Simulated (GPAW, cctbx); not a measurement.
# ZrTi3C4: deformation density and structure factors from DFT

Question: by how much does bonding change the structure factors of ZrTi3C4?

The cell is our own: ordered rocksalt alloy in the eight-atom cube, 1 of 4 Ti sites given to Zr. All numbers below are calculated.

**1. Relax the structure**

The density hangs on the geometry, so cell and atoms are relaxed first, with the symmetry held. The cutoff is set higher than for the density because stress converges slowly with plane waves.

Settings: GPAW 26.7.0, PBE, 650 eV, 5×5×5 k-points, Fermi–Dirac width 0.1 eV, BFGS to 0.02 eV/Å.

```text
cell
1.0
     4.432500000    0.000000000    0.000000000
     0.000000000    4.432500000    0.000000000
     0.000000000    0.000000000    4.432500000
Zr C Ti
1 4 3
Direct
0.000000000 0.000000000 0.000000000
0.500000000 0.000000000 0.000000000
0.500000000 0.500000000 0.500000000
0.000000000 0.000000000 0.500000000
0.000000000 0.500000000 0.000000000
0.000000000 0.500000000 0.500000000
0.500000000 0.000000000 0.500000000
0.500000000 0.500000000 0.000000000
```

```console
$ OMP_NUM_THREADS=1 mpirun -n 4 gpaw python run.py > gpaw.log
```

```text
BFGS:    0      -70.512984        0.105531
BFGS:    1      -70.513753        0.096214
BFGS:    2      -70.518367        0.000149
cell  4.4420 4.4420 4.4420  90.00 90.00 90.00
volume 87.645 A^3, largest force 0.000 eV/A, largest stress 0.00 GPa
```

After 2 steps the volume has changed by +0.6 % and the energy by -0.005 eV; the largest stress left is 0.00 GPa. It took 60 s on 4 cores of Arm Neoverse N1 (shared host), peak memory 0.86 GiB.

Relaxed structure: Pm-3m (no. 221), a = 4.4420 Å, b = 4.4420 Å, c = 4.4420 Å, α = 90.00°, β = 90.00°, γ = 90.00°.

| atom | mult. | x | y | z |
| --- | --- | --- | --- | --- |
| Zr1 | 1 | 0 | 0 | 0 |
| Ti1 | 3 | 0 | 1/2 | 1/2 |
| C1 | 3 | 1/2 | 0 | 0 |
| C2 | 1 | 1/2 | 1/2 | 1/2 |

**2. The all-electron density**

X-rays see the whole electron density, so the PAW density is rebuilt with its core regions. Subtracting spherical free atoms from the same code cancels the cores and leaves the deformation density Δρ, the part due to bonding.

Settings: PBE, 600 eV, 7×7×7 k-points, Fermi–Dirac width 0.1 eV; primitive cell of 8 atoms.

```console
$ OMP_NUM_THREADS=1 mpirun -n 4 gpaw python run.py > gpaw.log
```

```text
|iter:   1|       0s |  -79.369384 | -0.03 |       |
|iter:   2|       3s |  -75.967569 | -0.84 | -0.79 |
|iter:   3|       5s |  -70.530050 | +0.35 | -0.87 |
...
|iter:  10|      23s |  -70.405449c| -6.19 | -4.19c|
|iter:  11|      26s |  -70.405451c| -6.75 | -4.69c|
|iter:  12|      28s |  -70.405451c| -7.42c| -5.02c|
```

```text
grid (54, 54, 54)  electrons 130.000  moved by bonding 1.987 e
deformation density beyond 0.5 A of the nuclei: max 0.145, min -0.199 e/A^3
atom        x       y       z   Voronoi charge  moment
Zr1    0.0000  0.0000  0.0000      0.419       0.00
Ti2    0.0000  0.5000  0.5000      0.398       0.00
Ti3    0.5000  0.0000  0.5000      0.398       0.00
Ti4    0.5000  0.5000  0.0000      0.398       0.00
C 5    0.5000  0.0000  0.0000     -0.414       0.00
C 6    0.5000  0.5000  0.5000     -0.371       0.00
C 7    0.0000  0.0000  0.5000     -0.414       0.00
C 8    0.0000  0.5000  0.0000     -0.414       0.00
mean inner potential of superposed free atoms 25.667 V
total magnetic moment 0.000 muB
```

Deformation density in a plane through the shortest contact of the Zr atom at the origin, in 0.01 e/Å³ (clipped at ±99); x from -1.6 to 3.8 Å, y from 2.4 down to -2.4 Å:

```text
  4   4   9   7   .   .   8   8   3   5   .   .   5   3   8   8
  2   4   9   7   .   .   8   8   3   2   .   .   2   2   8   9
 -6  -1   5   8  11  10   8   4  -2  -6   2   5  -6  -2   3   7
  0  -1  -1   3   7   7   2  -1  -1   0   4   5   1  -1  -1   1
  6   1  -5  -5   4   2  -6  -4   1   6   9   9   7   2  -3  -6
  9   5  -2  -5   .  -2  -5  -2   6   9   .   .   9   7  -1  -4
 11   9   5   4   .   .   5   5   9  10   .   .   9  10   5   6
  9   5  -2  -5   .  -2  -5  -2   6   9   .   .   9   7  -1  -4
  6   1  -5  -5   4   2  -6  -4   1   6   9   9   7   2  -3  -6
  0  -1  -1   3   7   7   2  -1  -1   0   4   5   1  -1  -1   1
 -6  -1   5   8  11  10   8   4  -2  -6   2   5  -6  -2   3   7
  2   4   9   7   .   .   8   8   3   2   .   .   2   2   8   9
  4   4   9   7   .   .   8   8   3   5   .   .   5   3   8   8
```

Atoms in or within 0.15 Å of the plane: Zr (0.0, 0.0), Ti (2.2, 2.2), Ti (2.2, -2.2), C (2.2, 0.0), C (0.0, 2.2), C (0.0, -2.2) Å. Dots mark points within about 0.45 Å of a nucleus; large values next to them are atomic features.

C gains most (-0.40 e) and Zr loses most (+0.42 e), in averages over each element's sites, as electronegativity suggests. Such charges fall far short of formal ones, since overlapping free atoms already put density on their neighbours. Along the shortest contact from the Zr atom at the map's origin, Zr–C at 2.22 Å, Δρ is +0.06 e/Å³ at the midpoint and highest, +0.11, 1.52 Å from Zr (points within 0.5 Å of a nucleus left out): little sits at the middle, as in a polar contact, whose build-up shifts to the more electronegative atom. At the midpoints of other shortest contacts it is +0.07 (Ti–C, 2.22 Å) and -0.01 (Zr–Ti, 3.14 Å) e/Å³. Point values carry grid noise of about 0.01 e/Å³. The run needed 12 iterations, 48 s.

**3. Structure factors**

The Fourier components of Δρ, added to those of the free atoms, give the static X-ray structure factors; the Mott–Bethe relation turns them into the Fourier components V of the potential that fast electrons feel.

```text
static structure factors of the conventional cell: F in electrons, V (Mott-Bethe) in volts
   h  k  l      d  |F| table  |F| free   |F| DFT   change   |V| free  |V| DFT  change %
   0  1  0  4.4420    16.737    16.752    16.817    0.065     1.288    1.221     -5.2
   0  1  1  3.1410    15.948    15.993    15.997    0.003     1.035    1.034     -0.2
   1  1  1  2.5646    65.688    65.496    64.137   -1.360     5.676    6.144      8.2
   0  2  0  2.2210    89.049    88.890    89.370    0.480    10.605   10.481     -1.2
   0  2  1  1.9865    14.575    14.586    14.667    0.081     0.705    0.688     -2.4
   1  2  1  1.8134    14.238    14.251    14.312    0.061     0.645    0.634     -1.6
   0  2  2  1.5705    74.024    74.047    73.823   -0.224     7.217    7.246      0.4
   1  2  2  1.4807    13.428    13.458    13.511    0.052     0.521    0.515     -1.2
   0  3  0  1.4807    13.428    13.458    13.613    0.154     0.521    0.503     -3.4
   0  3  1  1.4047    13.211    13.244    13.308    0.064     0.491    0.484     -1.3
   1  3  1  1.3393    50.467    50.503    50.715    0.213     2.955    2.935     -0.7
   2  2  2  1.2823    65.032    65.149    64.799   -0.350     5.576    5.607      0.5
   0  3  2  1.2320    12.671    12.692    12.733    0.040     0.421    0.418     -0.8
   1  3  2  1.1872    12.517    12.530    12.541    0.010     0.403    0.402     -0.2
```

The largest X-ray change is -1.36 e on 111, 2.1 % of |F|. For electrons V goes as (Z − F)/g², so a change of F counts against Z − F, which is small at low angle and wherever the atoms' terms cancel: |V| of 111 moves by +8.2 % (5.68 to 6.14 V) against -2.1 % in |F|. The tabulated Hartree–Fock atoms differ from the free DFT atoms by up to 0.19 e, so the choice of reference atom matters too.

**4. Answer**

Bonding moves 1.99 e in the primitive cell of ZrTi3C4 and changes the structure factors of the conventional cell in the table above by at most 1.36 e (111, 2.1 %). The shortest bond, Zr–C, has Δρ = +0.06 e/Å³ at its midpoint, low for a shared bond; with the charge transfer this is a polar contact. Limits: static density, frozen cores, no spin–orbit coupling.

[Outputs are excerpts: Python notices, other lines and further rows are left out; steps that failed or that the build refused (PBEsol, TPSS) are not shown.]

[Logs are printed without paths, hosts, clocks, repeated set-up lines and the standing remarks that a program may print on its own settings, such as how far it seeks lower states.]
